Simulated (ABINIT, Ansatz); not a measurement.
# Converging GW for CrF6 (R-3) in ABINIT

Wanted: a converged G0W0 gap of CrF6 (R-3), or an estimate of the limit.

Program: ABINIT 10.8.3. Level of theory: PBEsol and many-body steps on it, plane waves. Results are calculated unless marked as measured.

## 1. Set-up

It takes space group R-3 (No. 148, trigonal). Conventional cell: a = 4.805 Å, b = 4.805 Å, c = 13.108 Å, α = 90.00°, β = 90.00°, γ = 120.00°. Nearest to Cr lie 6 F at 1.74 Å. F has 1 Cr at 1.74 Å nearest. Farther neighbours and most contacts between anions are not listed.

The cell and positions are those that the Materials Project relaxed with its own functionals (PBE, PBE+U or r2SCAN), kept fixed.

## 2. Empty states on the mesh, 2×2×2 mesh, 185 bands

This step: ABINIT 10.8.3; DFT, PBEsol, plane waves, norm-conserving pseudopotentials.

The sums over transitions need many empty states on a uniform mesh; this step solves for them.

run.abi reads:

```
acell 3*1.0 Angstrom
rprim 
  2.402403871812 1.387028522093 4.369215055800
  -2.402403871812 1.387028522093 4.369215055800
  0.000000000000 -2.774057044186 4.369215055800
ntypat 2
znucl 24 9
natom 7
typat 1 2 2 2 2 2 2
xred 
  0.000000000000 0.000000000000 0.000000000000
  0.368598720000 0.081843300000 0.779004130000
  0.081843300000 0.779004130000 0.368598720000
  0.220995870000 0.631401280000 0.918156700000
  0.918156700000 0.220995870000 0.631401280000
  0.631401280000 0.918156700000 0.220995870000
  0.779004130000 0.368598720000 0.081843300000
pp_dirpath "pseudos"
pseudos "Cr.upf, F.upf"
ecut 43
ngkpt 2 2 2
nshiftk 1
shiftk 0 0 0
kptopt 1
chksymbreak 0
iscf -2
irdden 1
istwfk *1
nband 185
nbdbuf 16
tolwfr 1e-09
nstep 60
prtvol 0
indata_prefix "in"
outdata_prefix "out"
tmpdata_prefix "tmp"
```

Launch:

```sh
$ OMP_NUM_THREADS=1 mpirun -n 4 abinit run.abi > log
```

Numbers of over 12 decimals in the logs are rounded to 6 here.

Output:

```text
.Version 10.8.3 of ABINIT. v10.8.2 released Aug 2026.

 Symmetries : space group R-3 (#148); Bravais hR (rhombohedral)
[... echo of the input left out ...]
== DATASET  1 ==================================================================
-   mpi_nproc: 4, omp_nthreads: 1 (-1 if OMP is not activated)

--- !DatasetInfo
iteration_state: {dtset: 1, }
dimensions: {natom: 7, nkpt: 4, mband: 185, nsppol: 1, nspinor: 1, nspden: 1, mpw: 7993, }
cutoff_energies: {ecut:  43.0, pawecutdg:  -1.0, }
[...]
2.78880    2.78880    2.78941    2.83866    2.88025    2.88025    2.88481    2.88481
   2.89262    2.95558    2.98329    2.98332    2.98911    3.02205    3.02506    3.03635
   3.06947
 prteigrs : prtvol=0 or 1, do not print more k-points.

== END DATASET(S) ==============================================================
================================================================================

 -outvars: echo values of variables after computation  --------
            nband         185
             nkpt           4
          spgroup         148
 [... the other variables as echoed above ...]

 Calculation completed.
```

Wall time 99 s (4 MPI ranks of Arm Neoverse N1, shared host); peak memory 0.48 GiB; 6.6 min of CPU time.

This step gave:

* gap: 1.937 eV
* k of the valence top: 0.5, 0.5, 0
* k of the conduction bottom: 0, 0, 0
* least direct gap: 1.992 eV
* k points computed: 4
* lowest point of the top converged band, above the valence top: 78.0466 eV

On this mesh the gap is 1.937 eV.

The density comes from a self-consistent run that is not shown.

## 3. Screening, 2×2×2 mesh, 45 bands, screening to 62.6 eV

The RPA dielectric matrix is built and inverted for each q.

This step: RPA screening on PBEsol, plane waves, norm-conserving pseudopotentials.

Changes to run.abi since step 2:

```diff
@@ -25,10 +25,11 @@
 chksymbreak 0
-iscf -2
-irdden 1
 istwfk *1
-nband 185
-nbdbuf 16
-tolwfr 1e-09
-nstep 60
-prtvol 0
+occopt 1
+irdwfk 1
+optdriver 3
+nband 45
+ecuteps 2.3
+inclvkb 2
+awtr 1
+symchi 1
 indata_prefix "in"
```

Output:

```text
.Version 10.8.3 of ABINIT. v10.8.2 released Aug 2026.

 Symmetries : space group R-3 (#148); Bravais hR (rhombohedral)
[... echo of the input left out ...]
== DATASET  1 ==================================================================
-   mpi_nproc: 4, omp_nthreads: 1 (-1 if OMP is not activated)

--- !DatasetInfo
iteration_state: {dtset: 1, }
dimensions: {natom: 7, nkpt: 4, mband: 45, nsppol: 1, nspinor: 1, nspden: 1, mpw: 7993, }
cutoff_energies: {ecut:  43.0, pawecutdg:  -1.0, }
electrons: {nelect:   5.60000000E+01, charge:   0.00000000E+00, occopt:   1.00000000E+00, tsmear:   1.00000000E-02, }

 SCREENING: Calculation of the susceptibility and dielectric matrices

 Based on a program developped by R.W. Godby, V. Olevano, G. Onida, and L. Reining.
 Incorporated in ABINIT by V. Olevano, G.-M. Rignanese, and M. Torrent.
.Using double precision arithmetic ; gwpc =  8

[... cell and pseudopotentials left out ...]
--------------------------------------------------------------------------------

 ==== K-mesh for the wavefunctions ====
 Number of points in the irreducible wedge :     4
[... list of points left out ...]
 Together with  6 symmetry operations and time-reversal symmetry
 yields     8 points in the full Brillouin Zone.

 ==== Q-mesh for the screening function ====
 Number of points in the irreducible wedge :     4
[... list of points left out ...]
 Together with  6 symmetry operations and time-reversal symmetry
 yields     8 points in the full Brillouin Zone.

 setmesh: FFT mesh size selected  =    36x   36x   36
          total number of points  =        46656

 vcoul_init : cutoff-mode = AUXILIARY_FUNCTION
 q-points for optical limit:   1
     1)      0.000010    0.000020    0.000030

- screening: taking advantage of time-reversal symmetry
- Maximum band index for partially occupied states nbvw = 28
- Remaining bands to be divided among processors   nbcw = 17
- Number of bands treated by each node ~4

 Number of electrons calculated from density =   56.0000; Expected =   56.0000
 average of density, n =  0.094996
 r_s =    1.3596
 omega_plasma =   29.7309 [eV]

 calculating chi0 at frequencies [eV] :
  1    0.000000E+00    0.000000E+00
  2    0.000000E+00    2.973091E+01

--------------------------------------------------------------------------------
  q-point number  1        q = ( 0.000000, 0.000000, 0.000000) [r.l.u.]
--------------------------------------------------------------------------------
[... chi0 elements left out ...]
 For q-point:  0.000010 0.000020 0.000030
  dielectric constant =   3.1939
  dielectric constant without local fields =   6.0333

  Average fulfillment of the sum rule on Im[epsilon] for q-point    1 :     13.52  [%]
[... wings left out ...]
  q-point number  2        q = ( 0.500000, 0.000000, 0.000000) [r.l.u.]
--------------------------------------------------------------------------------
[... chi0 elements left out ...]
  Average fulfillment of the sum rule on Im[epsilon] for q-point    2 :     17.62  [%]

 [... 2 further q-points ...]
```

Elapsed: 14 s, on 4 MPI ranks; peak memory 0.81 GiB; 54 s of CPU time.

Numbers from this step:

* ε∞ with local fields, on this mesh, along the program's q direction: 3.194
* the same without local fields: 6.033
* plasma frequency: 29.73 eV
* plane waves in the screening matrix: 101

Local fields lower ε∞ by 47 %. On a Γ-centred mesh this coarse the value itself is usually too large, while a short band sum pulls it down.

## 4. 45 bands, 62.6 eV

The self-energy is evaluated for the states that the input lists, and the levels follow from it, in one-shot runs by the linearised quasiparticle equation.

This step: G0W0 on PBEsol, plane waves, norm-conserving pseudopotentials.

Changes to run.abi since step 3:

```diff
@@ -28,8 +28,17 @@
 irdwfk 1
-optdriver 3
+optdriver 4
 nband 45
+gwcalctyp 0
+ecutsigx 43
+symsigma 1
+nkptgw 2
+kptgw 
+  0.5000000000 0.5000000000 0.0000000000
+  0.0000000000 0.0000000000 0.0000000000
+bdgw 
+  27 30
+  27 31
 ecuteps 2.3
-inclvkb 2
-awtr 1
-symchi 1
+irdscr 1
+ppmodel 1
 indata_prefix "in"
```

Output:

```text
.Version 10.8.3 of ABINIT. v10.8.2 released Aug 2026.

 Symmetries : space group R-3 (#148); Bravais hR (rhombohedral)
[... echo of the input left out ...]
== DATASET  1 ==================================================================
-   mpi_nproc: 4, omp_nthreads: 1 (-1 if OMP is not activated)

--- !DatasetInfo
iteration_state: {dtset: 1, }
dimensions: {natom: 7, nkpt: 4, mband: 45, nsppol: 1, nspinor: 1, nspden: 1, mpw: 7993, }
cutoff_energies: {ecut:  43.0, pawecutdg:  -1.0, }
electrons: {nelect:   5.60000000E+01, charge:   0.00000000E+00, occopt:   1.00000000E+00, tsmear:   1.00000000E-02, }

 SIGMA: Calculation of the GW corrections

 Based on a program developped by R.W. Godby, V. Olevano, G. Onida, and L. Reining.
 Incorporated in ABINIT by V. Olevano, G.-M. Rignanese, and M. Torrent.
.Using double precision arithmetic ; gwpc =  8

[... cell and pseudopotentials left out ...]
--------------------------------------------------------------------------------

 ==== K-mesh for the wavefunctions ====
 Number of points in the irreducible wedge :     4
[... list of points left out ...]
 Together with  6 symmetry operations and time-reversal symmetry
 yields     8 points in the full Brillouin Zone.

 ==== Q-mesh for screening function ====
 Number of points in the irreducible wedge :     4
[... list of points left out ...]
 Together with  6 symmetry operations and time-reversal symmetry
 yields     8 points in the full Brillouin Zone.

 vcoul_init : cutoff-mode = AUXILIARY_FUNCTION
 q-points for optical limit:   1
     1)      0.000010    0.000020    0.000030
 setmesh: FFT mesh size selected  =    60x   60x   60
          total number of points  =       216000

 Number of electrons calculated from density =   56.0000; Expected =   56.0000
 average of density, n =  0.094996
 r_s =    1.3596
 omega_plasma =   29.7309 [eV]

 === KS Band Gaps ===
  >>>> For spin  1
   Minimum direct gap =   1.9917 [eV], located at k-point      :   0.5000  0.5000  0.0000
   Fundamental gap    =   1.9365 [eV], Top of valence bands at :   0.5000  0.5000  0.0000
                                       Bottom of conduction at :   0.0000  0.0000  0.0000
 SIGMA fundamental parameters:
 PLASMON POLE MODEL  1
 number of plane-waves for SigmaX                 7993
 number of plane-waves for SigmaC and W            101
 number of plane-waves for wavefunctions          7993
 number of bands                                    45
 number of independent spin polarizations            1
 number of spinorial components                      1
 number of k-points in IBZ                           4
 number of q-points in IBZ                           4
 number of symmetry operations                       6
 number of k-points in BZ                            8
 number of q-points in BZ                            8
 number of frequencies for dSigma/dE                 9
 frequency step for dSigma/dE [eV]                0.25
 number of omega for Sigma on real axis              0
 max omega for Sigma on real axis  [eV]           0.00
 zcut for avoiding poles [eV]                     0.10

 EPSILON^-1 parameters (SCR file):
 dimension of the eps^-1 matrix on file            101
 dimension of the eps^-1 matrix used               101
 number of plane-waves for wavefunctions          7993
 number of bands                                    45
 number of q-points in IBZ                           4
 number of frequencies                               2
 number of real frequencies                          1
 number of imag frequencies                          1

 matrix elements of self-energy operator (all in [eV])

 Perturbative Calculation

--- !SelfEnergy_ee
iteration_state: {dtset: 1, }
kpoint     : [   0.500,    0.500,    0.000, ]
spin       : 1
KS_gap     :    1.992
QP_gap     :    5.419
Delta_QP_KS:    3.427
data: !SigmaeeData |
     Band     E0 <VxcDFT>   SigX SigC(E0)      Z dSigC/dE  Sig(E)    E-E0       E
       27  -2.698 -22.915 -29.740   5.850   0.705  -0.419 -23.602  -0.687  -3.385
       28  -2.558 -23.160 -29.957   5.830   0.706  -0.416 -23.843  -0.683  -3.240
       29  -0.566 -24.886 -18.532  -2.568   0.725  -0.380 -22.142   2.744   2.178
       30  -0.380 -25.102 -19.085  -2.296   0.719  -0.392 -22.428   2.674   2.294

--- !SelfEnergy_ee
iteration_state: {dtset: 1, }
kpoint     : [   0.000,    0.000,    0.000, ]
spin       : 1
KS_gap     :    2.132
QP_gap     :    5.577
Delta_QP_KS:    3.445
data: !SigmaeeData |
     Band     E0 <VxcDFT>   SigX SigC(E0)      Z dSigC/dE  Sig(E)    E-E0       E
       27  -2.754 -22.932 -29.684   5.804   0.705  -0.418 -23.600  -0.669  -3.422
       28  -2.754 -22.932 -29.684   5.804   0.705  -0.418 -23.600  -0.669  -3.422
       29  -0.621 -24.868 -18.449  -2.595   0.726  -0.377 -22.091   2.777   2.155
       30  -0.418 -25.180 -19.048  -2.382   0.719  -0.391 -22.485   2.695   2.277
       31  -0.418 -25.180 -19.048  -2.382   0.719  -0.391 -22.485   2.695   2.277

== END DATASET(S) ==============================================================
================================================================================

 -outvars: echo values of variables after computation  --------
           etotal      0.0000000000E+00
            nband          45
             nkpt           4
          spgroup         148
 [... the other variables as echoed above ...]

 Calculation completed.
```

Run time: 7.1 s. Hardware: 4 MPI ranks; peak memory 0.75 GiB; 28 s of CPU time.

This step gave:

* G0W0 gap on the points computed: 5.395 eV
* starting gap on the mesh: 1.937 eV
* k of the valence top: 0.5, 0.5, 0
* k of the conduction bottom: 0, 0, 0
* Z at the valence top: 0.706
* Z at the conduction bottom: 0.726
* least direct G0W0 gap on the computed points: 5.418 eV

The gap on the mesh goes from 1.94 eV to 5.39 eV, a correction of +3.46 eV.

## 5. Screening, 2×2×2 mesh, 85 bands, screening to 114.3 eV

This step: RPA screening on PBEsol, plane waves, norm-conserving pseudopotentials.

Changes to run.abi since step 4:

```diff
@@ -28,17 +28,8 @@
 irdwfk 1
-optdriver 4
-nband 45
-gwcalctyp 0
-ecutsigx 43
-symsigma 1
-nkptgw 2
-kptgw 
-  0.5000000000 0.5000000000 0.0000000000
-  0.0000000000 0.0000000000 0.0000000000
-bdgw 
-  27 30
-  27 31
-ecuteps 2.3
-irdscr 1
-ppmodel 1
+optdriver 3
+nband 85
+ecuteps 4.2
+inclvkb 2
+awtr 1
+symchi 1
 indata_prefix "in"
```

Output:

```text
.Version 10.8.3 of ABINIT. v10.8.2 released Aug 2026.

 Symmetries : space group R-3 (#148); Bravais hR (rhombohedral)
[... echo of the input left out ...]
== DATASET  1 ==================================================================
-   mpi_nproc: 4, omp_nthreads: 1 (-1 if OMP is not activated)

--- !DatasetInfo
iteration_state: {dtset: 1, }
dimensions: {natom: 7, nkpt: 4, mband: 85, nsppol: 1, nspinor: 1, nspden: 1, mpw: 7993, }
cutoff_energies: {ecut:  43.0, pawecutdg:  -1.0, }
electrons: {nelect:   5.60000000E+01, charge:   0.00000000E+00, occopt:   1.00000000E+00, tsmear:   1.00000000E-02, }

 SCREENING: Calculation of the susceptibility and dielectric matrices

 Based on a program developped by R.W. Godby, V. Olevano, G. Onida, and L. Reining.
 Incorporated in ABINIT by V. Olevano, G.-M. Rignanese, and M. Torrent.
.Using double precision arithmetic ; gwpc =  8

[... cell and pseudopotentials left out ...]
--------------------------------------------------------------------------------

 ==== K-mesh for the wavefunctions ====
 Number of points in the irreducible wedge :     4
[... list of points left out ...]
 Together with  6 symmetry operations and time-reversal symmetry
 yields     8 points in the full Brillouin Zone.

 ==== Q-mesh for the screening function ====
 Number of points in the irreducible wedge :     4
[... list of points left out ...]
 Together with  6 symmetry operations and time-reversal symmetry
 yields     8 points in the full Brillouin Zone.

 setmesh: FFT mesh size selected  =    40x   40x   40
          total number of points  =        64000

 vcoul_init : cutoff-mode = AUXILIARY_FUNCTION
 q-points for optical limit:   1
     1)      0.000010    0.000020    0.000030

- screening: taking advantage of time-reversal symmetry
- Maximum band index for partially occupied states nbvw = 28
- Remaining bands to be divided among processors   nbcw = 57
- Number of bands treated by each node ~14

 Number of electrons calculated from density =   56.0000; Expected =   56.0000
 average of density, n =  0.094996
 r_s =    1.3596
 omega_plasma =   29.7309 [eV]

 calculating chi0 at frequencies [eV] :
  1    0.000000E+00    0.000000E+00
  2    0.000000E+00    2.973091E+01

--------------------------------------------------------------------------------
  q-point number  1        q = ( 0.000000, 0.000000, 0.000000) [r.l.u.]
--------------------------------------------------------------------------------
[... chi0 elements left out ...]
 For q-point:  0.000010 0.000020 0.000030
  dielectric constant =   3.4100
  dielectric constant without local fields =   6.2624

  Average fulfillment of the sum rule on Im[epsilon] for q-point    1 :     32.12  [%]
[... wings left out ...]
  q-point number  2        q = ( 0.500000, 0.000000, 0.000000) [r.l.u.]
--------------------------------------------------------------------------------
[... chi0 elements left out ...]
  Average fulfillment of the sum rule on Im[epsilon] for q-point    2 :     38.69  [%]

 [... 2 further q-points ...]
```

Run time: 40 s. Hardware: 4 MPI ranks; peak memory 1.3 GiB.

This step gave:

| Property | Result |
| --- | --- |
| ε∞ with local fields, on this mesh, along the program's q direction | 3.41 |
| the same without local fields | 6.262 |
| plasma frequency | 29.73 eV |
| plane waves in the screening matrix | 247 |

(Part 1 of 2 ends here.)

[Paths, hosts, dates, memory and timing lines, banners, echoed tables and standing remarks are left out of the program output.]

[Logs are printed without paths, hosts, clocks, repeated set-up lines and the standing remarks that a program may print on its own settings, such as how far it seeks lower states.]

[Runs of the session that timed out or met a known fault of the program may be left out.]

[Hosts, paths, dates, database ids (printed as entryN), source tags and the programs' standing remarks are cut or masked in the printed files.]

[G0W0 gaps are taken among the corrected bands and points alone; a level outside them can change the order at an edge.]

[Where Ansatz stands beside ABINIT at settings called matched, ABINIT's density can come from a denser mesh and the files from another edition; pairs whose starting gaps differed by over 0.03 eV were left out, so agreement reads better than it is.]
